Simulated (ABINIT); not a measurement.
**Quasiparticle gap of SnO2 (Cassiterite) in ABINIT**

Wanted: ground state, empty states, screening and self-energy for SnO2 (Cassiterite).

Program: ABINIT 10.8.3. Level of theory: PBE and many-body steps on it, plane waves. Results are calculated unless marked as measured.

**What was measured.**

- Gap 3.6 eV: experimental gap quoted from earlier work; bulk crystal (quoted in “Study on the Photocatalytic Properties of Flower-Shaped SnO2”, 2022, pmc:9565917).

Most raw output is cut from this account.

## Step 1: Set-up

It takes space group P4_2/mnm (No. 136, tetragonal). The conventional cell has a = 4.738 Å, b = 4.738 Å, c = 3.187 Å, α = 90.00°, β = 90.00°, γ = 90.00°. Sn has 6 O at 2.05 to 2.06 Å nearest. O has 3 Sn at 2.05 to 2.06 Å nearest. Farther neighbours and most contacts between anions are not listed.

The cell and positions come from the Crystallography Open Database and are kept as given unless a step says otherwise.

## Step 2: Ground state

This step: ABINIT 10.8.3; DFT, PBE, plane waves, norm-conserving pseudopotentials.

The ground-state density comes first.

run.abi reads:

```
acell 3*1.0 Angstrom
rprim 
  4.738000000000 0.000000000000 0.000000000000
  0.000000000000 4.738000000000 0.000000000000
  0.000000000000 0.000000000000 3.186500000000
ntypat 2
znucl 50 8
natom 6
typat 1 1 2 2 2 2
xred 
  0.000000000000 0.000000000000 0.000000000000
  0.500000000000 0.500000000000 0.500000000000
  0.307100000000 0.307100000000 0.000000000000
  0.192900000000 0.807100000000 0.500000000000
  0.692900000000 0.692900000000 0.000000000000
  0.807100000000 0.192900000000 0.500000000000
pp_dirpath "pseudos"
pseudos "Sn.upf, O.upf"
ecut 42
ngkpt 4 4 6
nshiftk 1
shiftk 0 0 0
kptopt 1
chksymbreak 0
nband 41
occopt 1
tolvrs 1e-10
nstep 60
prtwf 0
optforces 0
optstress 0
indata_prefix "in"
outdata_prefix "out"
tmpdata_prefix "tmp"
```

Started as:

```
OMP_NUM_THREADS=1 mpirun -n 4 abinit run.abi > log
```

Run time: 61 s. Hardware: 4 MPI ranks of Arm Neoverse V2, shared host; peak memory 0.42 GiB.

This step gave:

```yaml
total_energy: -13864.0888 eV
gap: 1.284 eV
k_of_the_valence_top: 0, 0, 0
k_of_the_conduction_bottom: 0, 0, 0
least_direct_gap: 1.284 eV
```

The gap is direct, at Γ.

## Step 3: Bands along the symmetry lines

Levels along a band path, at the cheap level, show where the edges lie and whether the meshes to come will hold them.

run.abi reads:

```
acell 3*1.0 Angstrom
rprim 
  4.738000000000 0.000000000000 0.000000000000
  0.000000000000 4.738000000000 0.000000000000
  0.000000000000 0.000000000000 3.186500000000
ntypat 2
znucl 50 8
natom 6
typat 1 1 2 2 2 2
xred 
  0.000000000000 0.000000000000 0.000000000000
  0.500000000000 0.500000000000 0.500000000000
  0.307100000000 0.307100000000 0.000000000000
  0.192900000000 0.807100000000 0.500000000000
  0.692900000000 0.692900000000 0.000000000000
  0.807100000000 0.192900000000 0.500000000000
pp_dirpath "pseudos"
pseudos "Sn.upf, O.upf"
ecut 42
iscf -2
irdden 1
kptopt 0
nkpt 75
kpt 
  0.00000000 0.00000000 0.00000000
  0.00000000 0.06250000 0.00000000
  0.00000000 0.12500000 0.00000000
  0.00000000 0.18750000 0.00000000
  0.00000000 0.25000000 0.00000000
  0.00000000 0.31250000 0.00000000
  0.00000000 0.37500000 0.00000000
  0.00000000 0.43750000 0.00000000
  0.00000000 0.50000000 0.00000000
  0.06250000 0.50000000 0.00000000
  0.12500000 0.50000000 0.00000000
  0.18750000 0.50000000 0.00000000
  0.25000000 0.50000000 0.00000000
  0.31250000 0.50000000 0.00000000
  0.37500000 0.50000000 0.00000000
  0.43750000 0.50000000 0.00000000
  0.50000000 0.50000000 0.00000000
  0.43750000 0.43750000 0.00000000
  0.37500000 0.37500000 0.00000000
  0.31250000 0.31250000 0.00000000
  0.25000000 0.25000000 0.00000000
  0.18750000 0.18750000 0.00000000
  0.12500000 0.12500000 0.00000000
  0.06250000 0.06250000 0.00000000
  0.00000000 0.00000000 0.00000000
  0.00000000 0.00000000 0.06250000
  0.00000000 0.00000000 0.12500000
  0.00000000 0.00000000 0.18750000
  0.00000000 0.00000000 0.25000000
  0.00000000 0.00000000 0.31250000
  0.00000000 0.00000000 0.37500000
  0.00000000 0.00000000 0.43750000
  0.00000000 0.00000000 0.50000000
  0.00000000 0.06250000 0.50000000
  0.00000000 0.12500000 0.50000000
  0.00000000 0.18750000 0.50000000
  0.00000000 0.25000000 0.50000000
  0.00000000 0.31250000 0.50000000
  0.00000000 0.37500000 0.50000000
  0.00000000 0.43750000 0.50000000
  0.00000000 0.50000000 0.50000000
  0.06250000 0.50000000 0.50000000
  0.12500000 0.50000000 0.50000000
  0.18750000 0.50000000 0.50000000
  0.25000000 0.50000000 0.50000000
  0.31250000 0.50000000 0.50000000
  0.37500000 0.50000000 0.50000000
  0.43750000 0.50000000 0.50000000
  0.50000000 0.50000000 0.50000000
  0.43750000 0.43750000 0.50000000
  0.37500000 0.37500000 0.50000000
  0.31250000 0.31250000 0.50000000
  0.25000000 0.25000000 0.50000000
  0.18750000 0.18750000 0.50000000
  0.12500000 0.12500000 0.50000000
  0.06250000 0.06250000 0.50000000
  0.00000000 0.00000000 0.50000000
  0.00000000 0.50000000 0.00000000
  0.00000000 0.50000000 0.06250000
  0.00000000 0.50000000 0.12500000
  0.00000000 0.50000000 0.18750000
  0.00000000 0.50000000 0.25000000
  0.00000000 0.50000000 0.31250000
  0.00000000 0.50000000 0.37500000
  0.00000000 0.50000000 0.43750000
  0.00000000 0.50000000 0.50000000
  0.50000000 0.50000000 0.00000000
  0.50000000 0.50000000 0.06250000
  0.50000000 0.50000000 0.12500000
  0.50000000 0.50000000 0.18750000
  0.50000000 0.50000000 0.25000000
  0.50000000 0.50000000 0.31250000
  0.50000000 0.50000000 0.37500000
  0.50000000 0.50000000 0.43750000
  0.50000000 0.50000000 0.50000000
istwfk *1
nband 46
nbdbuf 7
tolwfr 1e-07
nstep 50
prtwf 0
prtvol 0
indata_prefix "in"
outdata_prefix "out"
tmpdata_prefix "tmp"
```

Wall time 75 s (4 MPI ranks); peak memory 0.61 GiB.

Numbers from this step:

- gap: 1.284 eV
- k of the valence top: 0, 0, 0
- k of the conduction bottom: 0, 0, 0
- least direct gap: 1.284 eV

The gap is 1.284 eV, as in the run before at this level.

The electronic bands at the labelled points (eV, zero at the top of the highest filled band):

| point | band 31 | band 32 | band 33 | band 34 | band 35 | band 36 | band 37 | band 38 |
| --- | --- | --- | --- | --- | --- | --- | --- | --- |
| Γ | -1.25 | -0.76 | -0.76 | 0.00 | 1.28 | 6.14 | 6.39 | 6.39 |
| halfway | -1.23 | -1.20 | -0.73 | -0.28 | 2.57 | 5.69 | 6.65 | 6.82 |
| X | -1.20 | -1.20 | -0.63 | -0.63 | 4.44 | 4.44 | 7.12 | 7.12 |
| halfway | -1.26 | -1.26 | -0.77 | -0.77 | 4.63 | 4.63 | 7.35 | 7.35 |
| M | -1.32 | -1.32 | -0.90 | -0.90 | 4.83 | 4.83 | 7.55 | 7.55 |
| halfway | -1.28 | -1.20 | -0.82 | -0.48 | 3.34 | 5.42 | 7.00 | 7.10 |
| Γ | -1.25 | -0.76 | -0.76 | 0.00 | 1.28 | 6.14 | 6.39 | 6.39 |
| halfway | -2.53 | -0.84 | -0.84 | -0.49 | 3.85 | 6.93 | 8.47 | 8.47 |
| Z | -1.64 | -1.64 | -1.25 | -1.25 | 6.22 | 6.22 | 9.80 | 9.80 |
| halfway | -1.41 | -1.41 | -1.12 | -1.12 | 6.32 | 6.32 | 8.86 | 8.86 |
| R | -1.09 | -1.09 | -0.71 | -0.71 | 6.49 | 6.49 | 8.11 | 8.11 |
| halfway | -1.02 | -1.02 | -0.97 | -0.97 | 5.53 | 5.53 | 8.74 | 8.74 |
| A | -0.97 | -0.97 | -0.83 | -0.83 | 4.93 | 4.93 | 8.93 | 8.93 |
| halfway | -1.26 | -1.24 | -1.04 | -1.00 | 5.70 | 6.23 | 8.06 | 9.95 |
| Z | -1.64 | -1.64 | -1.25 | -1.25 | 6.22 | 6.22 | 9.80 | 9.80 |
| jump to X | -1.20 | -1.20 | -0.63 | -0.63 | 4.44 | 4.44 | 7.12 | 7.12 |
| halfway | -1.28 | -1.28 | -0.82 | -0.82 | 5.58 | 5.58 | 8.81 | 8.81 |
| R | -1.09 | -1.09 | -0.71 | -0.71 | 6.49 | 6.49 | 8.11 | 8.11 |
| jump to M | -1.32 | -1.32 | -0.90 | -0.90 | 4.83 | 4.83 | 7.55 | 7.55 |
| halfway | -0.86 | -0.86 | -0.86 | -0.86 | 5.17 | 5.17 | 8.83 | 8.83 |
| A | -0.97 | -0.97 | -0.83 | -0.83 | 4.93 | 4.93 | 8.93 | 8.93 |

## Step 4: Empty states on the mesh, 2×2×4 mesh, 159 bands

The sums over transitions need many empty states on a uniform mesh; this step solves for them.

run.abi reads:

```
acell 3*1.0 Angstrom
rprim 
  4.738000000000 0.000000000000 0.000000000000
  0.000000000000 4.738000000000 0.000000000000
  0.000000000000 0.000000000000 3.186500000000
ntypat 2
znucl 50 8
natom 6
typat 1 1 2 2 2 2
xred 
  0.000000000000 0.000000000000 0.000000000000
  0.500000000000 0.500000000000 0.500000000000
  0.307100000000 0.307100000000 0.000000000000
  0.192900000000 0.807100000000 0.500000000000
  0.692900000000 0.692900000000 0.000000000000
  0.807100000000 0.192900000000 0.500000000000
pp_dirpath "pseudos"
pseudos "Sn.upf, O.upf"
ecut 42
ngkpt 2 2 4
nshiftk 1
shiftk 0 0 0
kptopt 1
chksymbreak 0
iscf -2
irdden 1
istwfk *1
nband 159
nbdbuf 14
tolwfr 1e-09
nstep 60
prtvol 0
indata_prefix "in"
outdata_prefix "out"
tmpdata_prefix "tmp"
```

Wall time 81 s (4 MPI ranks); peak memory 0.44 GiB.

Numbers from this step:

```
gap                                                           : 1.284 eV
k of the valence top                                          : 0, 0, 0
k of the conduction bottom                                    : 0, 0, 0
least direct gap                                              : 1.284 eV
k points computed                                             : 9
lowest point of the top converged band, above the valence top : 69.1368 eV
```

On this mesh the gap is 1.284 eV.

## Step 5: Screening, 2×2×4 mesh, 145 bands, screening to 106.1 eV

The RPA dielectric matrix is built and inverted for each q.

This step: RPA screening on PBE, plane waves, norm-conserving pseudopotentials.

Changes to run.abi since step 4:

```diff
@@ -24,10 +24,11 @@
 chksymbreak 0
-iscf -2
-irdden 1
 istwfk *1
-nband 159
-nbdbuf 14
-tolwfr 1e-09
-nstep 60
-prtvol 0
+occopt 1
+irdwfk 1
+optdriver 3
+nband 145
+ecuteps 3.9
+inclvkb 2
+awtr 1
+symchi 1
 indata_prefix "in"
```

Elapsed: 69 s, on 4 MPI ranks; peak memory 1.7 GiB; 4.6 min of CPU time.

Numbers from this step:

```yaml
eps_infinity_with_local_fields_on_this_mesh_along_the_program_s_q_direction: 5.152
the_same_without_local_fields: 5.373
plasma_frequency: 36.20 eV
plane_waves_in_the_screening_matrix: 177
```

Local fields lower ε∞ by 4 %. On a Γ-centred mesh this coarse the value itself is usually too large, while a short band sum pulls it down.

## Step 6: Self-energy, 2×2×4 mesh, 145 bands, screening to 106.1 eV

The self-energy is evaluated for the states that the input lists, and the levels follow from it, in one-shot runs by the linearised quasiparticle equation.

This step: G0W0 on PBE, plane waves, norm-conserving pseudopotentials.

Changes to run.abi since step 5:

```diff
@@ -27,8 +27,31 @@
 irdwfk 1
-optdriver 3
+optdriver 4
 nband 145
+gwcalctyp 0
+ecutsigx 42
+symsigma 1
+nkptgw 9
+kptgw 
+  0.0000000000 0.0000000000 0.0000000000
+  0.5000000000 0.0000000000 0.0000000000
+  0.5000000000 0.5000000000 0.0000000000
+  0.0000000000 0.0000000000 0.2500000000
+  0.5000000000 0.0000000000 0.2500000000
+  0.5000000000 0.5000000000 0.2500000000
+  0.0000000000 0.0000000000 0.5000000000
+  0.5000000000 0.0000000000 0.5000000000
+  0.5000000000 0.5000000000 0.5000000000
+bdgw 
+  23 38
+  23 38
+  23 38
+  23 38
+  23 38
+  23 38
+  23 38
+  23 38
+  23 38
 ecuteps 3.9
-inclvkb 2
-awtr 1
-symchi 1
+irdscr 1
+ppmodel 1
 indata_prefix "in"
```

It took 1.7 min on 4 MPI ranks; peak memory 2 GiB.

This step gave:

```
G0W0 gap on the mesh                         : 2.619 eV
starting gap on the mesh                     : 1.284 eV
k of the valence top                         : 0, 0, 0
k of the conduction bottom                   : 0, 0, 0
Z at the valence top                         : 0.795
Z at the conduction bottom                   : 0.845
least direct G0W0 gap on the computed points : 2.619 eV
```

The gap on the mesh goes from 1.28 eV to 2.62 eV, a correction of +1.34 eV.

Limits: finite bands, cutoff and mesh; no spin-orbit coupling; coarse k mesh. v1 is the top filled band, c1 the lowest empty one. Levels before and after the correction, in eV, zero at the valence-band top of each column:

|  | conduction bottom | valence top |
| --- | --- | --- |
| Kohn-Sham | 1.28 | 0.00 |
| G0W0 | 2.62 | 0.00 |

|  | level | energy (eV) |
| --- | --- | --- |
| Kohn-Sham | Γ v4 | -1.245 |
| Kohn-Sham | Γ v3-v2 | -0.764 |
| Kohn-Sham | Γ v1 | 0.000 |
| Kohn-Sham | Γ c1 | 1.284 |
| Kohn-Sham | Γ c2 | 6.143 |
| Kohn-Sham | Γ c3-c4 | 6.388 |
| G0W0 | Γ v4 | -1.133 |
| G0W0 | Γ v3-v2 | -0.762 |
| G0W0 | Γ v1 | 0.000 |
| G0W0 | Γ c1 | 2.619 |
| G0W0 | Γ c2 | 8.028 |
| G0W0 | Γ c3-c4 | 7.604 |

## Step 7: Where the time went

Times are wall times on 4 MPI ranks of Arm Neoverse V2, shared host, good to a factor of about two.

| step | time | share | memory (GiB) |
| --- | --- | --- | --- |
| ground state | 61 s | 16 % | 0.42 |
| bands along the symmetry lines | 75 s | 19 % | 0.61 |
| empty states on the mesh | 81 s | 21 % | 0.44 |
| screening | 69 s | 18 % | 1.7 |
| self-energy | 1.7 min | 26 % | 2.0 |

## Step 8: Summary of results

```
PBE gap              : 1.28 eV, direct
G0W0 gap on the mesh : 2.62 eV
GW settings          : 2×2×4 mesh, 145 bands, screening to 106.1 eV, Godby-Needs plasmon pole
known limits         : not at the basis limit; no spin-orbit coupling; coarse k mesh
```

In words: G0W0 moves the gap on the mesh from 1.28 eV to 2.62 eV (+1.34 eV), with Z of 0.80 and 0.84 at the edges. Local fields lower the RPA ε∞ on this mesh from 5.37 to 5.15; a Γ-centred mesh this coarse tends to raise both, most where the direct gap is narrow, while a short band sum lowers them. Against experiment, by G0W0@PBE: the gap of 2.62 eV lies −0.98 eV from the measured 3.6 eV (kind not stated, quoted 2022). The calculation has static nuclei and no excitons; a measured gap holds zero-point and thermal motion, which mostly lowers it. Against the values above the computed gap that would widen the miss. An edge that is forbidden or weak in absorption could explain it, and so could too strong a screening: the start's gap is only 1.28 eV, the mesh is coarse, and one shot does not repair that. Bands and cutoff are finite, so the gap is not at the basis limit. The miss can reach some tenths of an eV and take either sign; the mesh is an error of its own. The 2×2×4 mesh is coarse for this cell, which bears on the long-range parts of exchange and screening. The many-body steps are scalar-relativistic: spin-orbit coupling is not in them.

[Paths, hosts, dates, memory and timing lines, banners, echoed tables and standing remarks are left out of the program output.]

[Logs are printed without paths, hosts, clocks, repeated set-up lines and the standing remarks that a program may print on its own settings, such as how far it seeks lower states.]

[Runs of the session that timed out or met a known fault of the program may be left out.]

[Hosts, paths, dates, database ids (printed as entryN), source tags and the programs' standing remarks are cut or masked in the printed files.]

[G0W0 gaps are taken among the corrected bands and points alone; a level outside them can change the order at an edge.]

[Where Ansatz stands beside ABINIT at settings called matched, ABINIT's density can come from a denser mesh and the files from another edition; pairs whose starting gaps differed by over 0.03 eV were left out, so agreement reads better than it is.]
